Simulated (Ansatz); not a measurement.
# Quasiparticle gap of GeH6CI3N (CH3NH3GeI3)

How far does one-shot GW move the PBEsol gap of GeH6CI3N (CH3NH3GeI3)?

Main program and level: Ansatz 0.2.0; PBEsol, then G0W0 on it, plane waves, PAW.

The structure was built from a prototype and need not be the compound's stable phase.

## (1) The starting structure

The cell holds 12 atoms: 1 C, 1 N, 6 H, 1 Ge and 3 I. Its edges and angles: a = 6.089 Å, b = 6.089 Å, c = 6.089 Å, α = 90.0°, β = 90.0°, γ = 90.0°. It derives from C1Ge1H6I3N1.

Structure file:

```cif
data_structure
_symmetry_space_group_name_H-M 'P1'
_symmetry_Int_Tables_number 1
_cell_length_a 6.0891
_cell_length_b 6.0891
_cell_length_c 6.0891
_cell_angle_alpha 90.000
_cell_angle_beta 90.000
_cell_angle_gamma 90.000
_cell_volume 225.77
loop_
_atom_site_label
_atom_site_type_symbol
_atom_site_symmetry_multiplicity
_atom_site_Wyckoff_symbol
_atom_site_fract_x
_atom_site_fract_y
_atom_site_fract_z
_atom_site_occupancy
C1 C 1 a 0.87810 0.99025 0.99634 1
N1 N 1 a 0.12190 0.00975 0.00366 1
H1 H 1 a 0.83315 0.81799 0.97599 1
H2 H 1 a 0.18699 0.95076 0.85951 1
H3 H 1 a 0.81526 0.08571 0.85833 1
H4 H 1 a 0.16439 0.17199 0.02283 1
H5 H 1 a 0.80915 0.05291 0.14941 1
H6 H 1 a 0.18124 0.91986 0.13363 1
Ge1 Ge 1 a 0.50000 0.50000 0.50000 1
I1 I 1 a 0.50000 0.50000 0.00000 1
I2 I 1 a 0.50000 0.00000 0.50000 1
I3 I 1 a 0.00000 0.50000 0.50000 1
```

The start is a generated structure, not a measured one. Spin-orbit coupling is left out unless a step names it.

The logs state that the PAW files were generated under PBE.

## (2) Relaxation

The structure is relaxed first.

This step: DFT, PBEsol-D3(BJ), plane waves, PAW; PAW set soft_1.

Contents of input.yaml:

```yaml
crystal:
  lattice:
    - [6.08915, 0.0, 0.0]
    - [0.0, 6.08915, 0.0]
    - [0.0, 0.0, 6.08915]
  atoms:
    - { symbol: C, position: [0.8780953749, 0.99024763, 0.9963428612] }
    - { symbol: "N", position: [0.1219046251, 0.00975237, 0.0036571388] }
    - { symbol: H, position: [0.8331499926, 0.817987115, 0.975985194] }
    - { symbol: H, position: [0.1869890934, 0.9507564522, 0.8595125128] }
    - { symbol: H, position: [0.8152615791, 0.085711836, 0.8583330554] }
    - { symbol: H, position: [0.1643906942, 0.171991001, 0.0228336884] }
    - { symbol: H, position: [0.8091537543, 0.0529062751, 0.1494087104] }
    - { symbol: H, position: [0.1812370643, 0.9198618949, 0.1336323044] }
    - { symbol: Ge, position: [0.5, 0.5, 0.5] }
    - { symbol: I, position: [0.5, 0.5, 0.0] }
    - { symbol: I, position: [0.5, 0.0, 0.5] }
    - { symbol: I, position: [0.0, 0.5, 0.5] }
kpoints:
  mp_grid: { grid: [4, 4, 4] }
hamiltonian:
  xc: pbesol
  dispersion: d3bj
  pseudopotentials: { kind: paw, azcp: { folder: soft_1 }, xc_functional: pbe }
scf:
  occupations: { method: fermi_dirac, width: 0.02 }
relax:
  f_tol: 0.02
  max_steps: 100
  cell: {}
output:
  write_density: true
  write_potential: true
  elf: true
  volumetric_format: npy
```

Started as:

```console
$ ansatz run input.yaml --threads 2 --pin off --max-ram 92160MiB --backend cuda --events-out ev --progress --plain --runs-dir out --devices 1 --max-vram 13GiB
```

Numbers of over 12 decimals in the logs are rounded to 6 here.

What it wrote:

```text
GPUs: using 1 of 1 available (devices: 1).
Engine: ansatz 0.2.0, x86_64-unknown-linux-gnu
Pseudopotentials: kind: paw
Pseudopotential: C, paw, valence charge 4, recommended cutoff 420 eV (normal), soft_1/C.paw.azcp
Pseudopotential: N, paw, valence charge 5, recommended cutoff 420 eV (normal), soft_1/N.paw.azcp
Pseudopotential: H, paw, valence charge 1, recommended cutoff 420 eV (normal), soft_1/H.paw.azcp
Pseudopotential: Ge, paw, valence charge 14, recommended cutoff 420 eV (normal), soft_1/Ge.paw.azcp
Pseudopotential: I, paw, valence charge 17, recommended cutoff 420 eV (normal), soft_1/I.paw.azcp
Functional definition: PBEsol
  exchange = pbesol_x
  correlation = pbesol_c
device memory: the entry about to start is reckoned to put 2.8 GiB on a device that reports 40.1 GiB free (of which the cap on the GPU budget leaves the run 13.0 GiB)
GPU FFT provider: cuFFT
GPU libraries: cuBLAS 13.8.2, cuFFT 12.4.0, cuSOLVER 12.3.4
Crystal: 12 atoms, lattice volume = 225.772 Å³
Basis set: ecut = 420 eV, 4385 PW (Γ), exchange–correlation on 90×90×90 points (8 copies of the dense FFT grid, shifted against one another)
Bands: 52, of which v1, the nominal top of the filled ones, is band 40 counted from 1 (39 counted from 0)
Symmetry: 1 space group operations
Space group: P1 (ITA 1), of the structure as read, at distance tolerance 6.1e-5 Å
k-points: 36 of 64 (time reversal used)
Non-local potential: C, projectors of the file, l = 0: 2, l = 1: 2, l = 2: 1
Non-local potential: N, projectors of the file, l = 0: 2, l = 1: 2, l = 2: 1
Non-local potential: H, projectors of the file, l = 0: 2, l = 1: 1
Non-local potential: Ge, projectors of the file, l = 0: 2, l = 1: 2, l = 2: 3, l = 3: 1
Non-local potential: I, projectors of the file, l = 0: 2, l = 1: 2, l = 2: 2, l = 3: 1
PAW form: soft (Blöchl's): semilocal exchange-correlation on the pseudo side does not see the compensation charge
PAW frozen core: C, regenerated for the run's functional, and the local potential with it (the file was generated under x = pbe(κ = 0.804, μ = 0.219515), c = pbe(β = 0.066725))
PAW frozen core: N, regenerated for the run's functional, and the local potential with it (the file was generated under x = pbe(κ = 0.804, μ = 0.219515), c = pbe(β = 0.066725))
PAW frozen core: Ge, regenerated for the run's functional, and the local potential with it (the file was generated under x = pbe(κ = 0.804, μ = 0.219515), c = pbe(β = 0.066725))
PAW frozen core: I, regenerated for the run's functional, and the local potential with it (the file was generated under x = pbe(κ = 0.804, μ = 0.219515), c = pbe(β = 0.066725))
PAW one-centre angular grid: C, 110 points (default); XC on 64 Gauss nodes
PAW one-centre angular grid: N, 110 points (default); XC on 64 Gauss nodes
PAW one-centre angular grid: H, 110 points (default); XC on 64 Gauss nodes
PAW one-centre angular grid: Ge, 590 points (default); XC on 64 Gauss nodes
PAW one-centre angular grid: I, 590 points (default); XC on 64 Gauss nodes
Initial density: superposition of atomic densities (chi_scale 0.1, normalization cell), built separately for each of the 2 bonded fragments (scf.initial_density.interfragment_charge_transfer: auto; true builds it for the cell as a whole; a typed value also counts as a typed key of the start: scf.initial_density.chi_scale says what that changes, if anything)
Initial wavefunctions: pseudopotential atomic-orbital guess
GPU buffer pool allocated for 91125 grid points (all kernels)
GPU transforms: local potential and band sums: pruned to the plane-wave sphere, on 45×45×45
Functional: x = pbesol(κ = 0.804, μ = 0.123457), c = pbesol(β = 0.046)
SCF iter   1: F=—  HF=-27277.448120 eV  |F-HF|=—  |Δ(HF+E_count)|=         —  Δρ=6.30e-2  dr2=8.80e0  ethr=3.10e-3  ⟨swp⟩=7.2  Hψ=8053  notcnv=0  defer=41
preconditioner: auto → Resta (q_TF=auto, 2.295 Å⁻¹)  ε∞=2.8  [insulator: Δε(μ)=0.285 eV  Ē_g=11.337 eV  σ=0.020 eV  W_gap=1.00  n_scr=32 (ndim 8)  ℏωp=15.2 eV  f_vac=0.057  D(μ)=0.00/eV (n_scr^D=0)  ε∞_Penn≈2.8]
SCF iter   2: F=—  HF=-27274.995852 eV  |F-HF|=—  |Δ(HF+E_count)|=    2.45e0  Δρ=2.88e-2  dr2=1.42e0  ethr=3.10e-3  ⟨swp⟩=3.2  Hψ=3460  notcnv=0  defer=239
SCF iter   3: F=—  HF=-27274.597900 eV  |F-HF|=—  |Δ(HF+E_count)|=   3.98e-1  Δρ=7.53e-3  dr2=1.16e-1  ethr=1.77e-3  ⟨swp⟩=2.1  Hψ=2761  notcnv=0  defer=239
SCF iter   4: F=—  HF=-27274.595680 eV  |F-HF|=—  |Δ(HF+E_count)|=   2.22e-3  Δρ=2.01e-3  dr2=9.14e-3  ethr=1.45e-4  ⟨swp⟩=3.1  Hψ=3445  notcnv=0  defer=241
SCF iter   5: F=—  HF=-27274.597712 eV  |F-HF|=—  |Δ(HF+E_count)|=   2.03e-3  Δρ=8.32e-4  dr2=1.76e-3  ethr=1.14e-5  ⟨swp⟩=2.9  Hψ=2799  notcnv=0  defer=241
SCF iter   6: F=—  HF=-27274.599899 eV  |F-HF|=—  |Δ(HF+E_count)|=   2.19e-3  Δρ=2.08e-4  dr2=1.65e-4  ethr=2.20e-6  ⟨swp⟩=2.2  Hψ=2722  notcnv=0  defer=241
SCF iter   7: F=—  HF=-27274.600069 eV  |F-HF|=—  |Δ(HF+E_count)|=   1.70e-4  Δρ=9.05e-5  dr2=2.12e-5  ethr=2.06e-7  ⟨swp⟩=2.0  Hψ=3240  notcnv=0  defer=241
SCF iter   8: F=—  HF=-27274.600232 eV  |F-HF|=—  |Δ(HF+E_count)|=   1.63e-4  Δρ=2.76e-5  dr2=1.89e-6  ethr=2.65e-8  ⟨swp⟩=2.0  Hψ=2518  notcnv=0  defer=241
[...]
relax step  36: F+E_penalty+E_count = -27275.02739952 eV  Δ(F+E_penalty+E_count) = +1.911e-3 eV  max|allowed force component| = 1.649e-1 eV/Å  Δτ_max = 0.1081 Å  P = -0.279 GPa  Ω = 203.963 Å³  energy of the carried Pulay correction = +4.427e-4 eV  (7 SCF iters, dr2 threshold 1.23e-7 eV, rejected (line search))
relax step  37: F+E_penalty+E_count = -27275.02952939 eV  Δ(F+E_penalty+E_count) = -2.185e-4 eV  max|allowed force component| = 5.416e-2 eV/Å  Δτ_max = 0.0462 Å  P = -0.033 GPa  Ω = 204.036 Å³  energy of the carried Pulay correction = +3.719e-4 eV  (10 SCF iters, accepted)
relax step  38: F+E_penalty+E_count = -27275.03026573 eV  Δ(F+E_penalty+E_count) = -7.363e-4 eV  max|allowed force component| = 3.614e-2 eV/Å  Δτ_max = 0.0430 Å  P = -0.027 GPa  Ω = 203.765 Å³  energy of the carried Pulay correction = +5.600e-4 eV  (6 SCF iters, dr2 threshold 1.83e-7 eV, accepted)
relax step  39: F+E_penalty+E_count = -27275.03056441 eV  Δ(F+E_penalty+E_count) = -2.987e-4 eV  max|allowed force component| = 2.207e-2 eV/Å  Δτ_max = 0.0298 Å  P = -0.022 GPa  Ω = 203.617 Å³  energy of the carried Pulay correction = +6.634e-4 eV  (5 SCF iters, dr2 threshold 8.16e-8 eV, accepted)
relax step  40: F+E_penalty+E_count = -27275.03065161 eV  Δ(F+E_penalty+E_count) = -8.720e-5 eV  max|allowed force component| = 1.530e-2 eV/Å  Δτ_max = 0.0136 Å  P = -0.022 GPa  Ω = 203.661 Å³  energy of the carried Pulay correction = +6.325e-4 eV  (6 SCF iters, dr2 threshold 3.05e-8 eV, accepted)
relax step  41: F+E_penalty+E_count = -27275.03067603 eV  Δ(F+E_penalty+E_count) = -2.442e-5 eV  max|allowed force component| = 1.529e-2 eV/Å  Δτ_max = 0.0288 Å  P = -0.020 GPa  Ω = 203.743 Å³  energy of the carried Pulay correction = +5.737e-4 eV  (7 SCF iters, dr2 threshold 6.44e-9 eV, accepted)
relax step  42: F+E_penalty+E_count = -27275.03019577 eV  Δ(F+E_penalty+E_count) = +4.803e-4 eV  max|allowed force component| = 1.534e-2 eV/Å  Δτ_max = 0.0000 Å  P = -0.022 GPa  Ω = 203.743 Å³  stress off target by 3.76e-2 GPa  SCF on the basis re-selected at this cell (its energy is not comparable with the rows above)  (6 SCF iters)
basis re-selected at this cell: Δ(F+E_penalty+E_count) = +4.803e-4 eV, ΔP = -0.001 GPa vs the last step (what re-selecting the basis moved, of the pressure what is left beyond the Pulay correction that the steps carried, after the strain that the cell walked since its last selection, with what the two solves' SCF thresholds leave and, on support functions, any second-order correction that the steps lacked; it is no m [...]
SCF converged after 6 iterations
Free energy (F): -27275.030196 eV
Harris-Foulkes:  -27275.030196 eV  (|F-HF|=3.64e-11)
Internal energy: -27275.030196 eV  (E = F + TS)
E sigma→0 (E₀):  -27275.030196 eV
Fermi energy:    5.423879 eV
--- Per-component energies (eV) ---
  E_band       = -1465.445830
  E_kinetic    = 869.030004
  E_local      = -10162.770422  (includes V_loc(G=0)·N_el)
  E_nonlocal   = 628.744730
  E_hartree    = 4547.626888
  E_xc         = -549.929031
  E_vxc        = -597.257885  (∫ρ·V_xc dr)
  E_paw        = -16299.890176  (= ΣΔE_a)
  E_vpaw       = -1298.433497  (= ΣTr[D̂ρ^β])
  E_aug_tail   = -0.012677  (compensation charges beyond the density's cutoff)
  E_ewald      = -6308.655788
  E_disp       = -1.377267  (pairwise vdW)
  E_core_change = 2.203545  (= ΣΔE_core)
  E_smearing   = -0.000000  (= −TS)
  E_closure    = 0.000000  (closes the sum)
  Σ components = -27275.030196   (vs F -27275.030196, Δ=0.00e0)
--- Forces (eV/Å), atoms counted from 1 ---
  atom   1  C      0.00211685    -0.00236998     0.00539837
  atom   2  N      0.00451984    -0.00263466    -0.01534130
  atom   3  H     -0.00620787     0.00840916     0.00139757
  atom   4  H     -0.00774360     0.00117996     0.01280651
  atom   5  H     -0.00152650    -0.00371863     0.00250746
  atom   6  H      0.00356654    -0.00363993     0.00031183
  atom   7  H      0.00432474    -0.00034268    -0.00933276
  atom   8  H      0.00362634     0.00347934    -0.00013879
  atom   9  Ge    -0.00200536     0.00357889     0.00013723
  atom  10  I     -0.00109329    -0.00210259     0.00061910
  atom  11  I     -0.00438358     0.00125041     0.00179473
  atom  12  I      0.00480680    -0.00308966    -0.00015849
  max |Σ_I F_I| component: 1.46e-6 eV/Å
--- Stress (GPa, compression-positive) ---
       -0.019048       0.016014       0.003457
        0.016013      -0.021464       0.008390
        0.003458       0.008389      -0.024078
  P = ⅓ Tr σ = -0.0215 GPa (-0.215 kbar)
--- Band table (eV; the first three rows and the last of 36) ---
  k-point 0: bands = [... 36 lower, 3.2729, 3.3070, 3.4216, 3.6635, 8.0161, 8.4433, 8.9632, 9.0771, ... 8 higher]
  k-point 1: bands = [... 36 lower, 3.0389, 3.1625, 3.4476, 3.6234, 8.1337, 8.4293, 8.7527, 9.3946, ... 8 higher]
  k-point 2: bands = [... 36 lower, 3.1001, 3.2550, 3.5633, 3.9046, 6.5471, 8.4304, 9.4533, 9.7685, ... 8 higher]
  k-point 35: bands = [... 36 lower, 3.7258, 3.9662, 3.9845, 4.9897, 5.8582, 5.9510, 6.2014, 8.7638, ... 8 higher]
--- Relaxed structure (40 steps of the walk, 35 accepted, 2 SCFs on fresh bases) ---
  F+E_penalty+E_count = -27275.03019577 eV   max|allowed force component| = 1.534e-2 eV/Å   (the final SCF, on the basis selected at the relaxed cell)
  cell:  # Å, volume = 203.7430 Å³
    - [5.863071, 0.289611, 0.061845]
    - [0.289611, 5.941425, 0.091408]
    - [0.061845, 0.091408, 5.864889]
  atoms:
    - { symbol: C, position: [0.928206, 0.913402, 0.984622] }
    - { symbol: N, position: [0.076455, 0.097647, 0.00855873] }
    - { symbol: H, position: [1.036985, 0.753123, 0.970694] }
    - { symbol: H, position: [0.185217, 1.110571, 0.866565] }
    - { symbol: H, position: [0.826385, -0.052910, 0.830097] }
    - { symbol: H, position: [-0.021063, 0.252061, 0.024931] }
    - { symbol: H, position: [0.814493, -0.092948, 0.135490] }
    - { symbol: H, position: [0.179059, 1.072393, 0.152375] }
    - { symbol: Ge, position: [0.518691, 0.516419, 0.530789] }
    - { symbol: I, position: [0.514950, 0.469852, 0.00101979] }
    - { symbol: I, position: [0.445921, -0.016831, 0.501931] }
    - { symbol: I, position: [-0.015117, 0.476435, 0.492633] }
```

It took 3.2 min on 1 × NVIDIA H100 80GB HBM3 (shared by 6 runs) with 2 threads of AMD EPYC 7R13 (Zen 3), shared host; peak memory 1 GiB.

Step by step (22 of 42):

| step | energy less that of the first step (eV) | largest force component (eV/Å) | pressure (GPa) | volume (Å³) |
| --- | --- | --- | --- | --- |
| 1 | 0.0000 | 1.2095 | -1.59 | 225.77 |
| 3 | -0.2925 | 0.5516 | 0.24 | 202.72 |
| 5 | -0.2569 | 1.2884 | 0.74 | 203.47 |
| 7 | -0.3660 | 0.3431 | -0.05 | 206.64 |
| 9 | -0.3857 | 0.2929 | -0.24 | 208.15 |
| 11 | -0.3891 | 0.6287 | 0.63 | 202.17 |
| 13 | -0.4103 | 0.2527 | -0.19 | 205.21 |
| 15 | -0.4202 | 0.2785 | -0.27 | 205.14 |
| 17 | -0.4292 | 0.0728 | -0.04 | 205.74 |
| 19 | -0.4319 | 0.0288 | -0.01 | 204.99 |
| 21 | -0.4327 | 0.1476 | -0.19 | 204.67 |
| 22 | -0.4336 | 0.0122 | 0.01 | 204.83 |
| 24 | -0.4341 | 0.0126 | -0.02 | 204.81 |
| 26 | -0.4346 | 0.0508 | -0.08 | 204.62 |
| 28 | -0.4349 | 0.0200 | -0.01 | 204.67 |
| 30 | -0.4352 | 0.0128 | -0.02 | 204.53 |
| 32 | -0.4281 | 0.0232 | -0.03 | 203.98 |
| 34 | -0.4288 | 0.0452 | 0.02 | 203.52 |
| 36 | -0.4272 | 0.1650 | -0.28 | 203.96 |
| 38 | -0.4300 | 0.0361 | -0.03 | 203.77 |
| 40 | -0.4304 | 0.0153 | -0.02 | 203.66 |
| 42* | -0.4300 | 0.0153 | -0.02 | 203.74 |

Relaxation steps marked * repeat the geometry before them on a plane-wave basis chosen anew for their cell, so energy and pressure can jump there. Other such steps can lie between the rows shown. Relaxation steps 5, 11, 21, 23, 36 were tried and not accepted.

| cell as run | before | after | change |
| --- | --- | --- | --- |
| a (Å) | 6.089 | 5.871 | -3.6 % |
| b (Å) | 6.089 | 5.949 | -2.3 % |
| c (Å) | 6.089 | 5.866 | -3.7 % |
| α (°) | 90.00 | 88.20 | -2.0 % |
| β (°) | 90.00 | 88.75 | -1.4 % |
| γ (°) | 90.00 | 84.37 | -6.3 % |
| volume (Å³/atom) | 18.81 | 16.98 | -9.8 % |

The atoms that moved most (Å, as changes of fractional coordinates times the final cell):

| atom | dx | dy | dz | length |
| --- | --- | --- | --- | --- |
| H3 | 1.176 | -0.327 | -0.024 | 1.221 |
| H6 | -1.064 | 0.422 | 0.008 | 1.145 |
| H4 | 0.036 | 0.950 | 0.056 | 0.952 |
| H8 | 0.033 | 0.907 | 0.124 | 0.916 |
| H7 | -0.012 | -0.866 | -0.095 | 0.872 |
| H5 | 0.023 | -0.823 | -0.178 | 0.842 |
| N2 | -0.241 | 0.510 | 0.034 | 0.565 |
| C1 | 0.271 | -0.443 | -0.073 | 0.524 |

The relaxed structure:

```cif
data_structure
_symmetry_space_group_name_H-M 'P 1'
_symmetry_Int_Tables_number 1
_cell_length_a 5.8705
_cell_length_b 5.9492
_cell_length_c 5.8659
_cell_angle_alpha 88.198
_cell_angle_beta 88.749
_cell_angle_gamma 84.373
_cell_volume 203.74
loop_
_atom_site_label
_atom_site_type_symbol
_atom_site_fract_x
_atom_site_fract_y
_atom_site_fract_z
_atom_site_occupancy
C1 C 0.92821 0.91340 0.98462 1
N2 N 0.07645 0.09765 0.00856 1
H3 H 0.03699 0.75312 0.97069 1
H4 H 0.18522 0.11057 0.86657 1
H5 H 0.82639 0.94709 0.83010 1
H6 H 0.97894 0.25206 0.02493 1
H7 H 0.81449 0.90705 0.13549 1
H8 H 0.17906 0.07239 0.15237 1
Ge9 Ge 0.51869 0.51642 0.53079 1
I10 I 0.51495 0.46985 0.00102 1
I11 I 0.44592 0.98317 0.50193 1
I12 I 0.98488 0.47643 0.49263 1
```

The program's warnings for this run: band table not solved further.

[end of part 1 of 3]

[Paths, hosts, dates, memory and timing lines, banners, echoed tables and standing remarks are left out of the program output.]

[Logs are printed without paths, hosts, clocks, repeated set-up lines and the standing remarks that a program may print on its own settings, such as how far it seeks lower states.]

[Runs of the session that timed out or met a known fault of the program may be left out.]

[Cells called generated may have been cut or substituted from an entry of the Crystallography Open Database or the Materials Project.]

[Hosts, paths, dates, database ids (printed as entryN), source tags and the programs' standing remarks are cut or masked in the printed files.]

[Where an RPA ε∞ is given, it is that of the G0W0 mesh and is not shown converged in it. Names of k-points follow the symmetry that the program found, which can be lower than the space group named. Band edges on a path are those of the sampled points; other points can move an edge, and change direct to indirect where valleys lie close.]

[Hybrid gaps are those of their k-mesh and are not shown converged in it.]
